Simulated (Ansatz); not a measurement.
## Y on Rh(111): change of the work function

Aim: the work function of Rh(111) at several coverages of Y (fcc site), and the dipole that each adsorbate carries.

Main program and level: Ansatz 0.2.0; plane-wave DFT, PBE, Ansatz PAW.

This is a report of a sequence of runs, with the program logs left out and the cost of each run kept.

**1. The system as given**

The cell holds 4 atoms: 4 Rh. Cell: a = 2.687 Å, b = 2.687 Å, c = 24.582 Å, α = 90.0°, β = 90.0°, γ = 60.0°. Vacuum lies along c.

**2. The clean slab**

The bare slab comes first, as the zero from which every change is counted. The two lowest layers are held at bulk places and the upper ones relax. The dipole correction removes the false field that a one-sided slab makes across the periodic vacuum, so each face gets a flat vacuum level of its own.

input.yaml reads:

```yaml
crystal:
  lattice:
    - [2.6870057685, 0.0, 0.0]
    - [1.3435028843, 2.3270152556, 0.0]
    - [0.0, 0.0, 24.5817930688]
  atoms:
    - { symbol: Rh, position: [0.0, 0.0, 0.3661246344] }
    - { symbol: Rh, position: [0.3333333333, 0.3333333333, 0.4553748781] }
    - { symbol: Rh, position: [0.6666666667, 0.6666666667, 0.5446251219] }
    - { symbol: Rh, position: [0.0, 0.0, 0.6338753656] }
kpoints:
  mp_grid: { grid: [12, 12, 1] }
hamiltonian:
  xc: pbe
scf:
  occupations: { method: fermi_dirac, width: 0.1 }
  convergence: { dr2_threshold: 1.0e-08 }
efield:
  axis: 3
  dipole_correction: true
  ramp_position: 0.97
  ramp_width: 0.06
relax:
  f_tol: 0.02
  max_steps: 60
  constraints: [{ sites: [0, 1] }]
output:
  write_potential: true
  write_density: true
  volumetric_format: npy
```

Launch:

```bash
> ansatz run input.yaml --threads 4 --pin off --max-ram 16384MiB --backend cpu --events-out ev --progress --plain --runs-dir out
```

Elapsed: 9.2 s, on 4 threads of Arm Neoverse V1, shared host; peak memory 0.46 GiB; 35 s of CPU time.

Relaxation path:

```csv
step,energy less that of the first step (eV),largest force component (eV/Å)
1,0.0000,0.0350
2,-0.0001,0.0224
3,-0.0001,0.0004
```

Forces are held to the 6 operations that the program found; a distortion that breaks them can't arise in this run.

The relaxed structure:

```xyz
4
Lattice="2.6870 0.0000 0.0000 1.3435 2.3270 0.0000 0.0000 0.0000 24.5818" Properties=species:S:1:pos:R:3
Rh    0.0000    0.0000    9.0000
Rh    1.3435    0.7757   11.1939
Rh    2.6870    1.5513   13.3841
Rh    0.0000    0.0000   15.5738
```

Numbers from this step:

* energy at zero smearing: -25609.9437 eV
* work function, upper face: 5.167 eV
* dipole along the normal: 6.10e-5 e·Å

Running mean over 2.194 Å of the planar mean; the ramp of the sawtooth is left out. Electron's electrostatic potential energy less the Fermi level against z:

```csv
z (Å),electron's electrostatic potential energy less the Fermi level (eV)
4,5.17
5,5.16
6,5.10
7,4.16
8,-5.57
9,-12.7
10,-13.1
11,-13.2
12,-13.3
13,-13.3
14,-13.2
15,-13.0
16,-11.5
17,0.143
18,4.85
19,5.14
20,5.17
21,5.17
```

The relaxation took 3 steps and lowered the energy by 1.3e-4 eV; the largest force on the free atoms ends at 4.0e-4 eV/Å.

The work function of the upper face is 5.17 eV.

**3. The covered slab, k-mesh 4×4×1, coverage 0.111 ML**

System of this step: YRh36 (Y/Rh(111)). The cell holds 37 atoms: 36 Rh and 1 Y. Its edges and angles: a = 8.061 Å, b = 8.061 Å, c = 27.621 Å, α = 90.0°, β = 90.0°, γ = 60.0°. Vacuum lies along c.

The clean slab as it ended is repeated in the plane and the adsorbate is set on one face; the cell's size fixes the coverage, and the k-mesh shrinks with it to keep the sampling density about even. Adsorbate and upper layers relax, since the dipole depends on the height.

input.yaml reads:

```yaml
crystal:
  lattice:
    - [8.0610173054, -1.0e-10, 0.0]
    - [4.0305086528, 6.9810457668, 0.0]
    - [0.0, 0.0, 27.6212680179]
  atoms:
    - { symbol: Rh, position: [0.0, 0.0, 0.3258358738] }
    - { symbol: Rh, position: [0.1111111111, 0.1111111111, 0.4052649218] }
    - { symbol: Rh, position: [0.2222222222, 0.2222222222, 0.4845573361] }
    - { symbol: Rh, position: [0.0, 0.0, 0.5638340159] }
    - { symbol: Rh, position: [0.0, 0.3333333333, 0.3258358738] }
    - { symbol: Rh, position: [0.1111111111, 0.4444444444, 0.4052649218] }
    - { symbol: Rh, position: [0.2222222222, 0.5555555556, 0.4845573361] }
    - { symbol: Rh, position: [0.0, 0.3333333333, 0.5638340159] }
    - { symbol: Rh, position: [0.0, 0.6666666667, 0.3258358738] }
    - { symbol: Rh, position: [0.1111111111, 0.7777777778, 0.4052649218] }
    - { symbol: Rh, position: [0.2222222222, 0.8888888889, 0.4845573361] }
    - { symbol: Rh, position: [0.0, 0.6666666667, 0.5638340159] }
    - { symbol: Rh, position: [0.3333333333, 0.0, 0.3258358738] }
    - { symbol: Rh, position: [0.4444444444, 0.1111111111, 0.4052649218] }
    - { symbol: Rh, position: [0.5555555556, 0.2222222222, 0.4845573361] }
    - { symbol: Rh, position: [0.3333333333, 0.0, 0.5638340159] }
    - { symbol: Rh, position: [0.3333333333, 0.3333333333, 0.3258358738] }
    - { symbol: Rh, position: [0.4444444444, 0.4444444444, 0.4052649218] }
    - { symbol: Rh, position: [0.5555555556, 0.5555555556, 0.4845573361] }
    - { symbol: Rh, position: [0.3333333333, 0.3333333333, 0.5638340159] }
    - { symbol: Rh, position: [0.3333333333, 0.6666666667, 0.3258358738] }
    - { symbol: Rh, position: [0.4444444444, 0.7777777778, 0.4052649218] }
    - { symbol: Rh, position: [0.5555555556, 0.8888888889, 0.4845573361] }
    - { symbol: Rh, position: [0.3333333333, 0.6666666667, 0.5638340159] }
    - { symbol: Rh, position: [0.6666666667, 0.0, 0.3258358738] }
    - { symbol: Rh, position: [0.7777777778, 0.1111111111, 0.4052649218] }
    - { symbol: Rh, position: [0.8888888889, 0.2222222222, 0.4845573361] }
    - { symbol: Rh, position: [0.6666666667, 0.0, 0.5638340159] }
    - { symbol: Rh, position: [0.6666666667, 0.3333333333, 0.3258358738] }
    - { symbol: Rh, position: [0.7777777778, 0.4444444444, 0.4052649218] }
    - { symbol: Rh, position: [0.8888888889, 0.5555555556, 0.4845573361] }
    - { symbol: Rh, position: [0.6666666667, 0.3333333333, 0.5638340159] }
    - { symbol: Rh, position: [0.6666666667, 0.6666666667, 0.3258358738] }
    - { symbol: Rh, position: [0.7777777778, 0.7777777778, 0.4052649218] }
    - { symbol: Rh, position: [0.8888888889, 0.8888888889, 0.4845573361] }
    - { symbol: Rh, position: [0.6666666667, 0.6666666667, 0.5638340159] }
    - { symbol: "Y", position: [0.1111111111, 0.1111111111, 0.6741641262] }
kpoints:
  mp_grid: { grid: [4, 4, 1] }
hamiltonian:
  xc: pbe
scf:
  occupations: { method: fermi_dirac, width: 0.1 }
  convergence: { dr2_threshold: 1.0e-08 }
efield:
  axis: 3
  dipole_correction: true
  ramp_position: 0.97
  ramp_width: 0.06
relax:
  f_tol: 0.02
  max_steps: 60
  constraints:
    - { sites: [0, 1, 4, 5, 8, 9, 12, 13, 16, 17, 20, 21, 24, 25, 28, 29, 32, 33] }
output:
  write_potential: true
  write_density: true
  volumetric_format: npy
```

Wall time 19 min (4 threads); peak memory 9.6 GiB.

The steps of the relaxation:

```csv
step,energy less that of the first step (eV),largest force component (eV/Å)
1,0.0000,3.1859
2,-0.7770,3.5062
3,-1.5870,3.3922
4,-2.2422,2.4796
5,-2.5863,0.6177
6,-2.6066,0.4521
7,-2.6721,0.0389
8,-2.6729,0.0083
```

Forces are held to the 6 operations that the program found; a distortion that breaks them can't arise in this run.

The atoms that moved most (Å):

```csv
atom,dx,dy,dz,length
Y37,0.000,0.000,-0.930,0.930
Rh4,-0.036,-0.021,0.055,0.069
Rh16,0.036,-0.021,0.055,0.069
Rh8,0.000,0.042,0.055,0.069
Rh24,0.000,-0.003,0.035,0.035
Rh20,0.002,0.001,0.035,0.035
Rh32,-0.002,0.001,0.035,0.035
Rh35,-0.010,-0.006,-0.013,0.018
```

The relaxed structure:

```
Rh Y
1.0
     8.06102    0.00000    0.00000
     4.03051    6.98105    0.00000
     0.00000    0.00000   27.62127
Rh Y
36 1
Cartesian
  0.0000 0.0000 9.0000
  1.3435 0.7757 11.1939
  2.6824 1.5487 13.3915
  -0.0362 -0.0209 15.6289
  1.3435 2.3270 9.0000
  2.6870 3.1027 11.1939
  4.0306 3.8783 13.4011
  1.3435 2.3688 15.6289
  2.6870 4.6540 9.0000
  4.0305 5.4297 11.1939
  5.3740 6.2107 13.3915
  2.6861 4.6546 15.5802
  2.6870 0.0000 9.0000
  4.0305 0.7757 11.1939
  5.3740 1.5515 13.4011
  2.7232 -0.0209 15.6289
  4.0305 2.3270 9.0000
  5.3740 3.1027 11.1939
  6.7174 3.8783 13.4011
  4.0329 2.3284 15.6084
  5.3740 4.6540 9.0000
  6.7175 5.4297 11.1939
  8.0712 6.1995 13.3706
  5.3740 4.6513 15.6084
  5.3740 0.0000 9.0000
  6.7175 0.7757 11.1939
  8.0656 1.5487 13.3915
  5.3740 -0.0010 15.5802
  6.7175 2.3270 9.0000
  8.0610 3.1027 11.1939
  9.4045 3.8901 13.3706
  6.7151 2.3284 15.6084
  8.0610 4.6540 9.0000
  9.4045 5.4297 11.1939
  10.7378 6.1995 13.3706
  8.0619 4.6546 15.5802
  1.3435 0.7757 17.6908
```

This step gave:

* energy at zero smearing: -234339.9470 eV
* work function, upper face: 2.819 eV
* work function, lower face: 5.172 eV
* dipole along the normal: 0.7316 e·Å
* step between the vacuum levels: -2.353 eV

Running mean over 2.194 Å of the planar mean; the ramp of the sawtooth is left out. Table of electron's electrostatic potential energy less the Fermi level by z:

```csv
z (Å),electron's electrostatic potential energy less the Fermi level (eV)
3.5,5.17
4.0,5.17
4.5,5.17
5.0,5.17
5.5,5.15
6.0,5.10
6.5,4.91
7.0,4.16
7.5,0.985
8.0,-5.57
8.5,-11.1
9.0,-12.7
9.5,-13.0
10.0,-13.1
10.5,-13.1
11.0,-13.2
11.5,-13.3
12.0,-13.2
12.5,-13.2
13.0,-13.2
13.5,-13.2
14.0,-12.9
14.5,-12.7
15.0,-12.8
15.5,-12.8
16.0,-12.0
16.5,-8.07
17.0,-2.30
17.5,0.895
18.0,1.44
18.5,1.70
19.0,2.17
19.5,2.57
20.0,2.73
20.5,2.79
21.0,2.81
21.5,2.81
22.0,2.82
22.5,2.82
23.0,2.82
23.5,2.82
24.0,2.82
```

The relaxation took 8 steps and lowered the energy by 2.7 eV; the largest force on the free atoms ends at 0.0083 eV/Å.

The covered face has 2.82 eV, -2.35 eV against the clean one; the bare back face has moved by +0.00 eV, a measure of how thin the slab is.

**4. The covered slab, k-mesh 6×6×1, coverage 0.25 ML**

System of this step: YRh16 (Y/Rh(111)). The cell holds 17 atoms: 16 Rh and 1 Y. Its edges and angles: a = 5.374 Å, b = 5.374 Å, c = 27.621 Å, α = 90.0°, β = 90.0°, γ = 60.0°. Vacuum lies along c.

Another coverage, to see how the dipoles act on each other as their distance changes.

input.yaml reads:

```yaml
crystal:
  lattice:
    - [5.374011537, -1.0e-10, 0.0]
    - [2.6870057685, 4.6540305112, 0.0]
    - [0.0, 0.0, 27.6212680179]
  atoms:
    - { symbol: Rh, position: [0.0, 0.0, 0.3258358738] }
    - { symbol: Rh, position: [0.1666666667, 0.1666666667, 0.4052649218] }
    - { symbol: Rh, position: [0.3333333333, 0.3333333333, 0.4845573361] }
    - { symbol: Rh, position: [0.0, 0.0, 0.5638340159] }
    - { symbol: Rh, position: [0.0, 0.5, 0.3258358738] }
    - { symbol: Rh, position: [0.1666666667, 0.6666666667, 0.4052649218] }
    - { symbol: Rh, position: [0.3333333333, 0.8333333333, 0.4845573361] }
    - { symbol: Rh, position: [0.0, 0.5, 0.5638340159] }
    - { symbol: Rh, position: [0.5, 0.0, 0.3258358738] }
    - { symbol: Rh, position: [0.6666666667, 0.1666666667, 0.4052649218] }
    - { symbol: Rh, position: [0.8333333333, 0.3333333333, 0.4845573361] }
    - { symbol: Rh, position: [0.5, 0.0, 0.5638340159] }
    - { symbol: Rh, position: [0.5, 0.5, 0.3258358738] }
    - { symbol: Rh, position: [0.6666666667, 0.6666666667, 0.4052649218] }
    - { symbol: Rh, position: [0.8333333333, 0.8333333333, 0.4845573361] }
    - { symbol: Rh, position: [0.5, 0.5, 0.5638340159] }
    - { symbol: "Y", position: [0.1666666667, 0.1666666667, 0.6741641262] }
kpoints:
  mp_grid: { grid: [6, 6, 1] }
hamiltonian:
  xc: pbe
scf:
  occupations: { method: fermi_dirac, width: 0.1 }
  convergence: { dr2_threshold: 1.0e-08 }
efield:
  axis: 3
  dipole_correction: true
  ramp_position: 0.97
  ramp_width: 0.06
relax:
  f_tol: 0.02
  max_steps: 60
  constraints: [{ sites: [0, 1, 4, 5, 8, 9, 12, 13] }]
output:
  dos: { projected: true, e_range: [-8, 4] }
  write_potential: true
  write_density: true
  volumetric_format: npy
  elf: true
```

It took 4.5 min on 4 threads; peak memory 2.8 GiB.

Step by step:

```csv
step,energy less that of the first step (eV),largest force component (eV/Å)
1,0.0000,2.7217
2,-0.6836,2.9836
3,-1.3698,2.8775
4,-1.9198,2.1130
5,-2.2181,0.5532
6,-2.2911,0.2817
7,-2.3128,0.0842
8,-2.3150,0.0389
9,-2.3151,0.0077
```

Forces are held to the 6 operations that the program found; a distortion that breaks them can't arise in this run.

The atoms that moved most (Å):

```csv
atom,dx,dy,dz,length
Y17,0.000,0.000,-0.940,0.940
Rh16,0.000,0.000,0.227,0.227
Rh15,0.000,0.000,-0.060,0.060
Rh4,-0.036,-0.021,0.033,0.053
Rh12,0.036,-0.021,0.033,0.053
Rh8,0.000,0.042,0.033,0.053
Rh7,0.000,-0.006,0.034,0.035
Rh3,0.006,0.003,0.034,0.035
```

Final coordinates:

```cif
data_structure
_symmetry_space_group_name_H-M 'P 1'
_symmetry_Int_Tables_number 1
_cell_length_a 5.3740
_cell_length_b 5.3740
_cell_length_c 27.6213
_cell_angle_alpha 90.000
_cell_angle_beta 90.000
_cell_angle_gamma 60.000
_cell_volume 690.83
loop_
_atom_site_label
_atom_site_type_symbol
_atom_site_fract_x
_atom_site_fract_y
_atom_site_fract_z
_atom_site_occupancy
Rh1 Rh 0.00000 0.00000 0.32584 1
Rh2 Rh 0.16667 0.16667 0.40526 1
Rh3 Rh 0.33403 0.33403 0.48579 1
Rh4 Rh 0.99552 0.99552 0.56501 1
Rh5 Rh 0.00000 0.50000 0.32584 1
Rh6 Rh 0.16667 0.66667 0.40526 1
Rh7 Rh 0.33403 0.83194 0.48579 1
Rh8 Rh 0.99552 0.50896 0.56501 1
Rh9 Rh 0.50000 0.00000 0.32584 1
Rh10 Rh 0.66667 0.16667 0.40526 1
Rh11 Rh 0.83194 0.33403 0.48579 1
Rh12 Rh 0.50896 0.99552 0.56501 1
Rh13 Rh 0.50000 0.50000 0.32584 1
Rh14 Rh 0.66667 0.66667 0.40526 1
Rh15 Rh 0.83333 0.83333 0.48238 1
Rh16 Rh 0.50000 0.50000 0.57205 1
Y17 Y 0.16667 0.16667 0.64014 1
```

This step gave:

```yaml
energy_at_zero_smearing: -106290.0672 eV
work_function_upper_face: 2.234 eV
work_function_lower_face: 5.156 eV
dipole_along_the_normal: 0.4039 e·Å
step_between_the_vacuum_levels: -2.922 eV
```

Running mean over 2.194 Å of the planar mean; the ramp of the sawtooth is left out. Electron's electrostatic potential energy less the Fermi level against z:

z (Å), electron's electrostatic potential energy less the Fermi level (eV) and a bar from the least value:
```
        4        5.2 ##############################
        5        5.2 ##############################
        6        5.1 ##############################
        7        4.1 ############################
        8       -5.6 ############
        9      -12.7 #
       10      -13.1 
       11      -13.2 
       12      -13.2 
       13      -13.1 
       14      -12.6 #
       15      -12.4 #
       16      -12.6 #
       17       -5.3 #############
       18       -1.9 ##################
       19        0.2 ######################
       20        1.8 #########################
       21        2.2 #########################
       22        2.2 #########################
       23        2.2 #########################
       24        2.2 #########################
```

The density of states has structure finer than the step of the table below, so its rows give means over 0.25 eV. Peaks (eV: height): -4.270: 45.1, -4.060: 42.4, -3.820: 53.7, -2.770: 54.4, -2.710: 51.6, -2.380: 58.2, -1.530: 46.0.

Density of states against energy, zero at the Fermi level; means over each step:

```csv
energy (eV),density of states (states/eV a cell)
-7.75,0
-7.50,0.0126
-7.25,0.753
-7.00,0.852
-6.75,1.00
-6.50,1.06
-6.25,1.61
-6.00,3.62
-5.75,8.79
-5.50,19.2
-5.25,24.5
-5.00,28.5
-4.75,24.1
-4.50,23.0
-4.25,22.5
-4.00,18.9
-3.75,24.0
-3.50,16.9
-3.25,22.8
-3.00,27.4
-2.75,37.9
-2.50,31.6
-2.25,31.2
-2.00,25.4
-1.75,23.6
-1.50,25.8
-1.25,19.8
-1.00,25.5
-0.75,30.4
-0.50,25.8
-0.25,22.1
0.00,27.3
0.25,30.6
0.50,29.9
0.75,15.5
1.00,9.32
1.25,6.61
1.50,10.7
1.75,8.75
```

Projected DOS per atom over height of the atomic layer and energy from the Fermi level. Layers: Rh4 Rh4 Rh4 Rh4 Y from below.

Values in states/eV, 22 rows by 5 columns, each cell a mean:
```
0.30 0.27 0.23 0.35 3.03
0.27 0.25 0.34 0.42 1.85
0.78 0.67 0.69 0.70 1.14
1.87 2.11 2.02 1.31 1.08
1.77 1.49 1.35 1.42 0.86
1.82 1.34 1.31 1.80 0.67
2.10 1.21 1.58 1.71 0.81
1.59 1.15 1.41 1.47 0.69
1.90 1.07 1.13 1.79 0.91
2.40 1.57 1.60 2.10 0.66
2.01 2.01 1.88 2.23 0.58
1.21 1.58 1.54 1.64 0.41
1.08 1.22 1.31 1.36 0.20
1.34 1.10 1.22 1.46 0.10
1.35 1.49 1.41 1.40 0.15
1.16 2.37 2.16 1.19 0.16
0.51 1.81 1.59 0.51 0.08
0.12 0.45 0.37 0.14 0.03
0.03 0.12 0.11 0.03 0.01
0.02 0.10 0.09 0.02 0.00
0.01 0.05 0.05 0.01 0.00
0.00 0.00 0.00 0.00 0.00
```
Columns: height of the atomic layer (Å) from 9 to 17.7 (not evenly spaced); rows upwards: energy from the Fermi level (eV) from -7.96 to 1.95.

Electrostatic potential energy in the ca plane at fractional y = 0.167, with atoms of Rh and Y within 0.2 Å of it. With pseudopotentials it is smooth inside the atoms' cores, unlike the true potential.

Values in eV, 8 rows by 16 columns, each cell a mean:
```
-21   2   2   5 -12  -9  -6 -12   4   1   6   8   8   8   8   9
 -3   2 -29  -9  -1   1   2   0   8   8   8   8   8   8   8   9
  5  -1 -53 -27   5   7   7   7   9   9   8   8   8   8   9   9
 -4   2 -31 -10   0   2   2  -1   8   8   8   8   8   8   8   9
-21   2   2   5 -12  -9  -6 -12   4   2   6   8   8   8   8   9
 -3   2 -29  -9  -1   1   3   0 -15 -27   1   7   8   8   8   9
  5  -1 -53 -27   6   7   8   5 -32 -48  -3   7   8   8   8   9
 -3   2 -31 -10   1   2   3   0 -16 -29   1   7   8   8   8   9
```
Columns run along c (16.0 Å, from fractional 0.32 to 0.90 of the cell; values clipped at the 3rd and 97th percentile), rows up along a (5.4 Å). Atoms in or near the plane, at fractional coordinates: Rh at (0.41, 0.17), Rh at (0.41, 0.67), Y at (0.64, 0.17).

ELF in the ca plane at fractional y = 0.167, with atoms of Rh and Y within 0.2 Å of it. It is the smooth field of the valence electrons, not physical close to the nuclei.

Ten even steps from '0' (0.00) to '9' (0.83), each cell a mean:
```
45432222222245423334433222211122210000000000
45422223222245422234433310001111100000000000
33222356532233322223323332111111000000000000
32232588852322222222333332211110000000000000
33332589852333222223333322211100000000000000
32222478742322222222333332211110000000000000
33322245432233322233333331111111000000000000
45422223222245423335433310000111110000000000
44422223222245422234433223311122211000000000
33222356532233322222332589852112221000000000
32232588852322222222333898983112321100000000
33332589852333222223323986984112321100000000
32222478742322222222333899983112321100000000
33322245432223322223332479852112221000000000
```
Columns run along c (16.0 Å, from fractional 0.32 to 0.90 of the cell), rows up along a (5.4 Å). Atoms in or near the plane, at fractional coordinates: Rh at (0.41, 0.17), Rh at (0.41, 0.67), Y at (0.64, 0.17).

Valence density in the ca plane at fractional y = 0.167, with atoms of Rh and Y within 0.2 Å of it. It is the smooth field of the valence electrons, not physical close to the nuclei.

Values in units of 1e0 e/Å³, 8 rows by 16 columns, each cell a mean:
```
1.6 0.4 0.4 0.3 1.2 1.0 0.8 1.2 0.2 0.1 0.0 0.0 0.0 0.0 0.0 0.0
0.6 0.4 3.0 1.2 0.6 0.5 0.4 0.5 0.1 0.0 0.0 0.0 0.0 0.0 0.0 0.0
0.3 0.6 9.3 3.3 0.3 0.2 0.2 0.3 0.1 0.0 0.0 0.0 0.0 0.0 0.0 0.0
0.7 0.4 3.2 1.2 0.5 0.4 0.4 0.6 0.1 0.0 0.0 0.0 0.0 0.0 0.0 0.0
1.6 0.4 0.4 0.3 1.2 1.0 0.8 1.2 0.2 0.1 0.0 0.0 0.0 0.0 0.0 0.0
0.6 0.4 3.0 1.1 0.6 0.5 0.4 0.5 0.9 1.5 0.1 0.0 0.0 0.0 0.0 0.0
0.3 0.6 9.3 3.3 0.3 0.2 0.2 0.3 1.9 3.0 0.3 0.0 0.0 0.0 0.0 0.0
0.7 0.4 3.3 1.2 0.5 0.4 0.4 0.5 1.0 1.6 0.1 0.0 0.0 0.0 0.0 0.0
```
Columns run along c (16.0 Å, from fractional 0.32 to 0.90 of the cell), rows up along a (5.4 Å). Atoms in or near the plane, at fractional coordinates: Rh at (0.41, 0.17), Rh at (0.41, 0.67), Y at (0.64, 0.17).

The relaxation took 9 steps and lowered the energy by 2.3 eV; the largest force on the free atoms ends at 0.0077 eV/Å.

By hand: a sheet of dipoles makes a step −p/(ε₀A) in the electron's potential. With e/ε₀ = 180.95 V·Å, p = 0.4039 e·Å and A = 25.01 Å², that is −180.95 × (0.4039) / 25.01 = -2.922 eV, and the two vacuum levels of the run differ by -2.922 eV.

The covered face has 2.23 eV, -2.93 eV against the clean one; the bare back face has moved by -0.01 eV, a measure of how thin the slab is.

**5. Work function against coverage**

This step: plane-wave DFT, PBE, Ansatz PAW; work function against coverage (Ansatz 0.2.0).

The runs are now put side by side.

Numbers from this step:

```yaml
work_function_of_the_clean_face: 5.167 eV
largest_change_of_the_work_function: -2.933 eV
```

The work function of the covered face by coverage:

```csv
coverage (adsorbates/nm²),work function of the covered face (eV)
0.00,5.17
1.78,2.82
4.00,2.23
```

The dipole per adsorbate comes from the change of the cell's dipole. Coverage, by row:

```csv
coverage (1/nm²),coverage (ML),work function (eV),change (eV),"dipole per adsorbate, positive end outwards (debye)",mean height of the added atoms over the highest substrate atom (Å)
1.777,0.1111,2.819,-2.348,3.512,2.062
3.998,0.25,2.234,-2.933,1.939,1.881
```

**6. Summary of results**

* work function of the clean face: 5.17 eV
* work function at 0.11 ML: 2.82 eV
* work function at 0.25 ML: 2.23 eV
* dipole per adsorbate at 0.11 ML, positive end outwards: 3.51 D

Y lowers the work function of Rh(111) at the lowest coverage, by 2.35 eV: the adsorbate layer has its positive end outwards. The slab has 4 layers, at the tabulated experimental lattice constant, one starting site was run, and quantum-size effects of a slab this thin can reach one or two tenths of an eV. The main runs have no spin polarisation; a magnetic state could lie lower and would change these results.

[Long decimals in the printed logs are rounded to 6 places.]

[Logs are printed without paths, hosts, clocks, repeated set-up lines and the standing remarks that a program may print on its own settings, such as how far it seeks lower states.]

[Hosts, paths, dates, database ids (printed as entryN), source tags and the programs' standing remarks are cut or masked in the printed files.]

[Maps of the electrostatic potential energy from Ansatz leave out the sawtooth potential of an applied field or a dipole correction, so their vacuum need not be flat; planar profiles and work functions include it.]

[The density of states shown here was stored with 400 of the rows of the run's finer table, so its peaks can read low, often by over a quarter, or be missed, and its means over a window can be off by a tenth or more.]
